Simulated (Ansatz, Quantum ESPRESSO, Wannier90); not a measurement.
# Ballistic channels from Wannier functions: armchair graphene ribbon, 5 dimer lines, part 2 of 5

How many channels does the wire offer, and does a small Wannier basis get them right? The wire: armchair graphene ribbon, 5 dimer lines.

Quantum ESPRESSO 7.5 and Wannier90 3.1.0; plane-wave DFT, PBE, GBRV ultrasoft pseudopotentials; cross-check by Ansatz 0.2.0 with PAW datasets.

So far. Step 2 (Ground state): The run needed 16 iterations to bring the estimated error under 1e-07 Ry; the largest force on any atom, held or free, is 2.28 eV/Å.

## 4. Neighbour list from wannier90 -pp

Level of this step: maximally localised Wannier functions and ballistic conductance; plane-wave DFT, PBE, GBRV ultrasoft pseudopotentials (Wannier90).

The .win file sets projections and windows: states in the frozen window are kept exactly, the outer window gives room to disentangle.

wan.win

```
num_wann = 10
num_bands = 38
num_iter = 200
num_print_cycles = 20
conv_tol = 1e-8
conv_window = 5
guiding_centres = true
dis_num_iter = 1500
dis_conv_tol = 1e-8
dis_win_min = -10.9982
dis_win_max = 10.0018
dis_froz_max = -1.1982
dis_froz_min = -3.9982
search_shells = 120
fermi_energy = -1.9982

transport = true
transport_mode = bulk
one_dim_axis = z
dist_cutoff = 16.94
dist_cutoff_mode = one_dim
tran_win_min = -4.0
tran_win_max = 2.0
tran_energy_step = 0.02

bands_plot = true
bands_num_points = 96
begin kpoint_path
G 0.0 0.0 0.0 Z 0.0 0.0 0.5
end kpoint_path

begin projections
C:py
end projections

begin unit_cell_cart
ang
  14.8069596737 0.0000000000 0.0000000000
  0.0000000000 9.0000000000 0.0000000000
  0.0000000000 0.0000000000 4.2600000000
end unit_cell_cart

begin atoms_frac
  C  -0.0830525710 0.0000000000 0.0000000000
  C  0.0830525710 0.0000000000 0.0000000000
  H  -0.2298567640 0.0000000000 0.0387323944
  H  0.2298567640 0.0000000000 0.0387323944
  C  -0.1661051430 0.0000000000 0.1666666667
  C  0.0000000000 0.0000000000 0.1666666667
  C  0.1661051430 0.0000000000 0.1666666667
  C  -0.1661051430 0.0000000000 0.5000000000
  C  0.0000000000 0.0000000000 0.5000000000
  C  0.1661051430 0.0000000000 0.5000000000
  H  -0.2298567640 0.0000000000 0.6279342723
  H  0.2298567640 0.0000000000 0.6279342723
  C  -0.0830525710 0.0000000000 0.6666666667
  C  0.0830525710 0.0000000000 0.6666666667
end atoms_frac

mp_grid = 1 1 8
begin kpoints
  0.0 0.0 0.0000000000
  0.0 0.0 0.1250000000
  0.0 0.0 0.2500000000
  0.0 0.0 0.3750000000
  0.0 0.0 0.5000000000
  0.0 0.0 0.6250000000
  0.0 0.0 0.7500000000
  0.0 0.0 0.8750000000
end kpoints
```

Started as:

```sh
OMP_NUM_THREADS=1 wannier90.x -pp wan > wan.pp.log
```

Log:

```text
+---------------------------------------------------+
             |                                                   |
             |                   WANNIER90                       |
             |                                                   |
             +---------------------------------------------------+
             |                                                   |
             |        Welcome to the Maximally-Localized         |
             |        Generalized Wannier Functions code         |
             |                             |
             |                                                   |
             |                                                   |
             |  Wannier90 Developer Group:                       |
             |    Giovanni Pizzi    (EPFL)                       |
             |    Valerio Vitale    (Cambridge)                  |
             |    David Vanderbilt  (Rutgers University)         |
             |    Nicola Marzari    (EPFL)                       |
             |    Ivo Souza         (Universidad del Pais Vasco) |
             |    Arash A. Mostofi  (Imperial College London)    |
             |    Jonathan R. Yates (University of Oxford)       |
             |                                                   |
             |  For the full list of Wannier90 3.x authors,      |
             |  please check the code documentation and the      |
             |  README on the GitHub page of the code            |
             |                                                   |
             |                                                   |
             |  Please cite                                      |
             |                                                   |
             |  [ref] "Wannier90 as a community code:            |
             |        new features and applications",            |
             |        G. Pizzi et al., J. Phys. Cond. Matt. 32,  |
             |        165902 (2020).                             |
             |            |
             |                                                   |
             |  in any publications arising from the use of      |
             |  this code. For the method please cite            |
             |                                                   |
             |  [ref] "Maximally Localized Generalised Wannier   |
             |         Functions for Composite Energy Bands"     |
             |         N. Marzari and D. Vanderbilt              |
             |         Phys. Rev. B 56 12847 (1997)              |
             |                                                   |
             |  [ref] "Maximally Localized Wannier Functions     |
             |         for Entangled Energy Bands"               |
             |         I. Souza, N. Marzari and D. Vanderbilt    |
             |         Phys. Rev. B 65 035109 (2001)             |
             |                                                   |
             |                                                   |
             | Copyright (c) 1996-2020                           |
             |        The Wannier90 Developer Group and          |
             |        individual contributors                    |
             |                                                   |
             |      Release: 3.1.0        5th March    2020      |
             |                                                   |
             | This program is free software; you can            |
             | redistribute it and/or modify it under the terms  |
             | of the GNU General Public License as published by |
             | the Free Software Foundation; either version 2 of |
             | the License, or (at your option) any later version|
             |                                                   |
             | This program is distributed in the hope that it   |
             | will be useful, but WITHOUT ANY WARRANTY; without |
             | even the implied warranty of MERCHANTABILITY or   |
             | FITNESS FOR A PARTICULAR PURPOSE. See the GNU     |
             | General Public License for more details.          |
             |                                                   |
             | You should have received a copy of the GNU General|
             | Public License along with this program; if not,   |
             | write to the Free Software Foundation, Inc.,      |
             | 675 Mass Ave, Cambridge, MA 02139, USA.           |
             |                                                   |
             +---------------------------------------------------+
[date or host left out]
             +---------------------------------------------------+

 ******************************************************************************
 * -> Using CODATA 2006 constant values                                       *
 *    (                      *
 * -> Using Bohr value from CODATA                                            *
 ******************************************************************************

 Running in serial (with parallel executable)

                                    ------
                                    SYSTEM
                                    ------

                              Lattice Vectors (Ang)
                    a_1    14.806960   0.000000   0.000000
                    a_2     0.000000   9.000000   0.000000
                    a_3     0.000000   0.000000   4.260000

                   Unit Cell Volume:     567.69883  (Ang^3)

                        Reciprocal-Space Vectors (Ang^-1)
                    b_1     0.424340   0.000000   0.000000
                    b_2     0.000000   0.698132   0.000000
                    b_3     0.000000   0.000000   1.474926

 *----------------------------------------------------------------------------*
 |   Site       Fractional Coordinate          Cartesian Coordinate (Ang)     |
 +----------------------------------------------------------------------------+
 | C    1  -0.08305   0.00000   0.00000   |   -1.22976   0.00000   0.00000    |
 | C    2   0.08305   0.00000   0.00000   |    1.22976   0.00000   0.00000    |
 | C    3  -0.16611   0.00000   0.16667   |   -2.45951   0.00000   0.71000    |
 | C    4   0.00000   0.00000   0.16667   |    0.00000   0.00000   0.71000    |
 | C    5   0.16611   0.00000   0.16667   |    2.45951   0.00000   0.71000    |
 | C    6  -0.16611   0.00000   0.50000   |   -2.45951   0.00000   2.13000    |
 | C    7   0.00000   0.00000   0.50000   |    0.00000   0.00000   2.13000    |
[...]
|  Iterations between using guiding centres  :                 1             |
 *----------------------------------------------------------------------------*
 *------------------------------- DISENTANGLE --------------------------------*
 |  Using band disentanglement                :                 T             |
 |  Total number of iterations                :              1500             |
 |  Mixing ratio                              :             0.500             |
 |  Convergence tolerence                     :         1.000E-08             |
 |  Convergence window                        :                 3             |
 *----------------------------------------------------------------------------*
 *-------------------------------- PLOTTING ----------------------------------*
 |  Plotting interpolated bandstructure       :                 T             |
 |   Number of K-path sections                :                 1             |
 |   Divisions along first K-path section     :                96             |
 |   Output format                            :           gnuplot             |
 |   Output mode                              :               s-k             |
 *----------------------------------------------------------------------------*
 |   K-space path sections:                                                   |
 |    From: G       0.000  0.000  0.000     To: Z       0.000  0.000  0.500   |
 *----------------------------------------------------------------------------*
 *------------------------------- TRANSPORT ----------------------------------*
 |  Transport mode                            :              bulk             |
 |   Hamiltonian from external files          :                 F             |
 |   System extended in                       :                 z             |
 |   Centre of the unit cell to which WF are translated (fract. coords):      |
 |                                       0.000000,    0.000000,    0.000000   |
 |  Fermi energy (eV)                         :            -1.998             |
 *----------------------------------------------------------------------------*
 Time to read parameters        0.007 (sec)

 *---------------------------------- K-MESH ----------------------------------*
 +----------------------------------------------------------------------------+
 |                    Distance to Nearest-Neighbour Shells                    |
 |                    ------------------------------------                    |
 |          Shell             Distance (Ang^-1)          Multiplicity         |
 |          -----             -----------------          ------------         |
 |             1                   0.184366                      2            |
 |             2                   0.368732                      2            |
 |             3                   0.424340                      2            |
 |             4                   0.462661                      4            |
 |             5                   0.553097                      2            |
 |             6                   0.562163                      4            |
 |             7                   0.697123                      4            |
 |             8                   0.698132                      2            |
 |             9                   0.722066                      4            |
 |            10                   0.737463                      2            |
 |            11                   0.789526                      4            |
 |            12                   0.816978                      4            |
 |            13                   0.837522                      8            |
 |            14                   0.848680                      2            |
 |            15                   0.850833                      4            |
 |            16                   0.868475                      4            |
[...]
|           113                   1.968768                      8            |
 |           114                   1.971411                      4            |
 |           115                   1.973189                      8            |
 |           116                   1.977946                      8            |
 |           117                   1.990200                      8            |
 |           118                   2.016563                      8            |
 |           119                   2.026005                      4            |
 |           120                   2.028023                      2            |
 +----------------------------------------------------------------------------+
 | The b-vectors are chosen automatically                                     |
 | SVD found small singular value, Rejecting this shell and trying the next   |
 | SVD found small singular value, Rejecting this shell and trying the next   |
 | SVD found small singular value, Rejecting this shell and trying the next   |
 | The following shells are used:   1,  3,  8                                 |
 +----------------------------------------------------------------------------+
 |                        Shell   # Nearest-Neighbours                        |
 |                        -----   --------------------                        |
 |                          1               2                                 |
 |                          3               2                                 |
 |                          8               2                                 |
 +----------------------------------------------------------------------------+
 | Completeness relation is fully satisfied [Eq. (B1), PRB 56, 12847 (1997)]  |
 +----------------------------------------------------------------------------+
 |                  b_k Vectors (Ang^-1) and Weights (Ang^2)                  |
 |                  ----------------------------------------                  |
 |            No.         b_k(x)      b_k(y)      b_k(z)        w_b           |
 |            ---        --------------------------------     --------        |
 |             1         0.000000    0.000000    0.184366    14.709890        |
 |             2         0.000000    0.000000   -0.184366    14.709890        |
 |             3         0.424340    0.000000    0.000000     2.776784        |
 |             4        -0.424340    0.000000    0.000000     2.776784        |
 |             5         0.000000    0.698132    0.000000     1.025877        |
 |             6         0.000000   -0.698132    0.000000     1.025877        |
 +----------------------------------------------------------------------------+
 |                           b_k Directions (Ang^-1)                          |
 |                           -----------------------                          |
 |            No.           x           y           z                         |
 |            ---        --------------------------------                     |
 |             1         0.000000    0.000000    0.184366                     |
 |             2         0.424340    0.000000    0.000000                     |
 |             3         0.000000    0.698132    0.000000                     |
 +----------------------------------------------------------------------------+

 Time to get kmesh              0.018 (sec)
 *============================================================================*
 |                              MEMORY ESTIMATE                               |
 |         Maximum RAM allocated during each phase of the calculation         |
 *============================================================================*
 |                        Disentanglement            1.58 Mb                  |
 |                            Wannierise:            0.28 Mb                  |
 |                          plot_wannier:            0.28 Mb                  |
 *----------------------------------------------------------------------------*

 Starting a new Wannier90 calculation ...

 Time to write kmesh            0.025 (sec)

 Exiting... wan.nnkp written.
```

The job ended after 0.55 s (1 MPI rank of Arm Neoverse N1, shared host; peak memory 0.08 GiB).

## 5. Overlaps and projections

pw2wannier90.x computes the overlaps between neighbouring k-points and the projections.

wan.p2w.in

```
&inputpp
  prefix = 'nscf'
  outdir = './out'
  seedname = 'wan'
  write_mmn = .true.
  write_amn = .true.
  write_unk = .false.
/
```

Started as:

```sh
OMP_NUM_THREADS=1 mpirun -n 2 pw2wannier90.x -in wan.p2w.in > wan.p2w.out
```

Log:

```text
[banner, memory and clock lines left out]
Program PW2WANNIER v.7.5 starts

          URL

     Reading nscf_save data

     ./out/nscf.save/

     IMPORTANT: XC functional enforced from input :
     Exchange-correlation= PBE
                           (   1   4   3   4   0   0   0)
     Any further DFT definition will be discarded
     Please, verify this is what you really want

     negative rho (up, down):  8.299E-04 0.000E+00
     Reading collected, re-writing distributed wavefunctions

      Spin CASE ( default = unpolarized )

  Wannier mode is: standalone

  -----------------
  *** Reading nnkp
  -----------------

  Checking info from wannier.nnkp file

  - Real lattice is ok
  - Reciprocal lattice is ok
  - K-points are ok
  - Number of wannier functions is ok ( 10)
  - All guiding functions are given

  Projections:
   -0.083050    0.000000    0.000000  1  3  1    1.000000
    0.083050    0.000000    0.000000  1  3  1    1.000000
   -0.166110    0.000000    0.047951  1  3  1    1.000000
    0.000000    0.000000    0.047951  1  3  1    1.000000
    0.166110    0.000000    0.047951  1  3  1    1.000000
   -0.166110    0.000000    0.143851  1  3  1    1.000000
    0.000000    0.000000    0.143851  1  3  1    1.000000
    0.166110    0.000000    0.143851  1  3  1    1.000000
   -0.083050    0.000000    0.191803  1  3  1    1.000000
    0.083050    0.000000    0.191803  1  3  1    1.000000

  Reading data about k-point neighbours

  All neighbours are found

  Opening pp-files

  *** Compute  A projections

  Number of local k points =        8
       1       2       3       4       5       6       7       8
  AMN calculated

  ---------------
  *** Compute  M
  ---------------

  Number of local k points =        8
       1       2       3       4       5       6       7       8
  MMN calculated

  *** Orbital terms are not computed

  *** SHC terms are not computed

  ----------------
  *** Write bands
  ----------------

  *** Plot info is not printed

  *** Parity info is not printed

  ------------
  *** Stop pp
  ------------

     Internal routines:
```

Wall time 19 s (2 MPI ranks); peak memory 0.16 GiB.

[end of part 2 of 5]

[Logs are printed without paths, hosts, clocks, repeated set-up lines and the standing remarks that a program may print on its own settings, such as how far it seeks lower states.]

[Hosts, paths, dates, database ids (printed as entryN), source tags and the programs' standing remarks are cut or masked in the printed files.]

[Maps of the electrostatic potential energy from Ansatz leave out the sawtooth potential of an applied field or a dipole correction, so their vacuum need not be flat; planar profiles and work functions include it.]
